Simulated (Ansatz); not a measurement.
# Sensitivity of the G0W0 gap of MgH2 (P4_2/mnm)

Aim: change settings of a G0W0 run on MgH2 (P4_2/mnm) and see what moves.

Calculated with Ansatz 0.2.0; G0W0 on PBE, plane waves, PAW.

This is a report of a sequence of runs, with most program output left out.

## (1) The structure

It takes space group P4_2/mnm (No. 136, tetragonal). The conventional cell has a = 4.517 Å, b = 4.517 Å, c = 3.021 Å, α = 90.00°, β = 90.00°, γ = 90.00°. Nearest to Mg lie 6 H at 1.95 Å. H has 3 Mg at 1.95 Å nearest. Farther neighbours are not listed.

The cell and positions come from the Crystallography Open Database and are kept as given unless a step says otherwise. The default PAW set here is soft_2. Its files were made with PBE.

## (2) The base run: 4×4×4 mesh, 183 empty bands, screening to 120 eV

Now the one-shot GW correction: screening in the RPA, then the self-energy of the levels asked for.

Contents of input.yaml:

```yaml
crystal:
  lattice:
    - [4.5168, 0.0, 0.0]
    - [0.0, 4.5168, 0.0]
    - [0.0, 0.0, 3.0205]
  atoms:
    - { symbol: Mg, position: [0.0, 0.0, 0.0] }
    - { symbol: Mg, position: [0.5, 0.5, 0.5] }
    - { symbol: H, position: [0.306, 0.306, 0.0] }
    - { symbol: H, position: [0.194, 0.806, 0.5] }
    - { symbol: H, position: [0.694, 0.694, 0.0] }
    - { symbol: H, position: [0.806, 0.194, 0.5] }
kpoints:
  mp_grid: { grid: [4, 4, 4] }
hamiltonian:
  xc: pbe
scf:
  occupations: { method: fixed }
gw:
  n_empty_bands: 183
  ecut_chi: 120
  qp_bands: [v2, c2]
  qp_kpoints: band_edges
  screening: { model: contour_deformation }
```

Command:

```sh
ansatz run input.yaml --threads 3 --pin off --max-ram 92160MiB --backend cuda --events-out ev --progress --plain --runs-dir out --devices 1 --max-vram 13GiB  # rebuilt from the run's record
```

Run time: 13 s. Hardware: 1 × NVIDIA H100 80GB HBM3 (shared by 6 runs) with 3 threads of AMD EPYC 7R13 (Zen 3), shared host; peak memory 1.1 GiB; 20 s of CPU time.

Numbers from this step:

* bands summed: 195
* RPA ε∞ on this mesh (eigenvalues): 3.650, 3.655, 3.655
* plane waves in the screening matrix: 181
* q-points in the mesh: 64
* G0W0 gap on the mesh: 5.892 eV
* k of the valence top: 0, 0.25, 0
* k of the conduction bottom: -0.5, -0.5, -0.5
* starting gap on the mesh: 3.908 eV
* Z at the valence top: 0.7670
* Z at the conduction bottom: 0.8108
* least direct G0W0 gap on the computed points: 6.687 eV

The gap on the mesh goes from 3.91 eV to 5.89 eV, a correction of +1.98 eV. Between the two edge states, bare exchange in place of the xc potential would open the gap by 7.82 eV, and correlation takes back 5.84 eV.

## (3) Variant: low screening cutoff

input.yaml: that of step 2 with these lines changed.

```diff
@@ -20,3 +20,3 @@
   n_empty_bands: 183
-  ecut_chi: 120
+  ecut_chi: 25
   qp_bands: [v2, c2]
```

Elapsed: 13 s, on 1 × NVIDIA H100 80GB HBM3 (shared by 6 runs) with 3 threads; peak memory 1.1 GiB; 21 s of CPU time.

Against the base:

```csv
setting,base,variant
screening cutoff (eV),120,25
```

```csv
quantity,variant,base
starting gap on the mesh,3.908,3.908
G0W0 gap on the mesh,5.607,5.892
least direct G0W0 gap on the computed points,6.396,6.687
Z at the valence top,0.791,0.767
Z at the conduction bottom,0.810,0.811
```

## (4) Variant: all filled levels at the zone centre

input.yaml: that of step 3 with these lines changed.

```diff
@@ -19,6 +19,6 @@
 gw:
-  n_empty_bands: 183
-  ecut_chi: 25
-  qp_bands: [v2, c2]
-  qp_kpoints: band_edges
+  n_empty_bands: 139
+  ecut_chi: 100
+  qp_bands: [lowest, c2]
+  qp_kpoints: [[0, 0, 0]]
   screening: { model: contour_deformation }
```

Wall time 6.7 s (1 × NVIDIA H100 80GB HBM3 (shared by 6 runs) with 3 threads); peak memory 1.1 GiB; 9.7 s of CPU time.

Absolute levels on the run's own zero. QP, by row:

```csv
k index,band,KS (eV),Sigma_x (eV),Sigma_c (eV),Vxc (eV),Z,QP linearised (eV),QP (eV),source,doubts
0,1,-71.81,-61.16,13.32,-38.41,0.7537,-83.7,-81.23,root,energies_apart
0,2,-71.8,-61.16,13.32,-38.42,0.7537,-83.7,-81.23,root,energies_apart
0,3,-38.57,-52.72,9.782,-37.22,0.7526,-45.45,-44.3,root,energies_apart
0,4,-38.57,-52.72,9.782,-37.22,0.7526,-45.45,-44.3,root,energies_apart
0,5,-38.55,-52.74,9.793,-37.24,0.7523,-45.42,-44.27,root,energies_apart
0,6,-38.55,-52.74,9.793,-37.24,0.7523,-45.42,-44.27,root,energies_apart
0,7,-38.53,-52.79,9.802,-37.27,0.7524,-45.39,-44.25,root,energies_apart
0,8,-38.53,-52.8,9.802,-37.28,0.7524,-45.39,-44.25,root,energies_apart
0,9,-4.618,-16.16,4.937,-10,0.6366,-5.9,-5.838,root,
0,10,0.3702,-15.4,2.733,-11.25,0.7529,-1.086,-1.047,root,
0,11,0.3702,-15.4,2.733,-11.25,0.7529,-1.086,-1.047,root,
0,12,1.302,-15.06,2.21,-11.6,0.7652,0.0298,0.0538,root,
0,13,6.536,-2.911,-3.53,-6.819,0.8188,6.915,6.914,root,
0,14,6.885,-5.987,-3.607,-10.25,0.8023,7.551,7.546,root,
```

Against the base:

```csv
setting,base,variant
empty bands,183,139
screening cutoff (eV),120,100
levels asked,v2 to c2,lowest to c2
points asked,band edges,"[[0, 0, 0]]"
```

## (5) Results

| Quantity | Value |
| --- | --- |
| base | 5.89 eV, 13 s |
| low screening cutoff | 5.61 eV, 13 s |
| all filled levels at the zone centre | direct gap at the listed points 6.86 eV, 6.7 s |

In words: Low screening cutoff: the gap moves by −0.29 eV; such settings are too crude to quote. All filled levels at the zone centre: only the listed points were computed; the least direct gap there is 6.86 eV, with empty bands, screening cutoff, levels asked and points asked changed against the base. All runs here use a coarse mesh and modest cutoffs; they test settings and are not final values. The 4×4×4 mesh is coarse for this cell (its supercell is 12 Å along the shortest edge). The RPA ε∞ on it, from the PBE start, is 3.65 and 3.66; such meshes misread the long-range screening, most where the gap is narrow.

[Paths, hosts, dates, memory and timing lines, banners, echoed tables and standing remarks are left out of the program output.]

[Logs are printed without paths, hosts, clocks, repeated set-up lines and the standing remarks that a program may print on its own settings, such as how far it seeks lower states.]

[Runs of the session that timed out or met a known fault of the program may be left out.]

[Cells called generated may have been cut or substituted from an entry of the Crystallography Open Database or the Materials Project.]

[Hosts, paths, dates, database ids (printed as entryN), source tags and the programs' standing remarks are cut or masked in the printed files.]
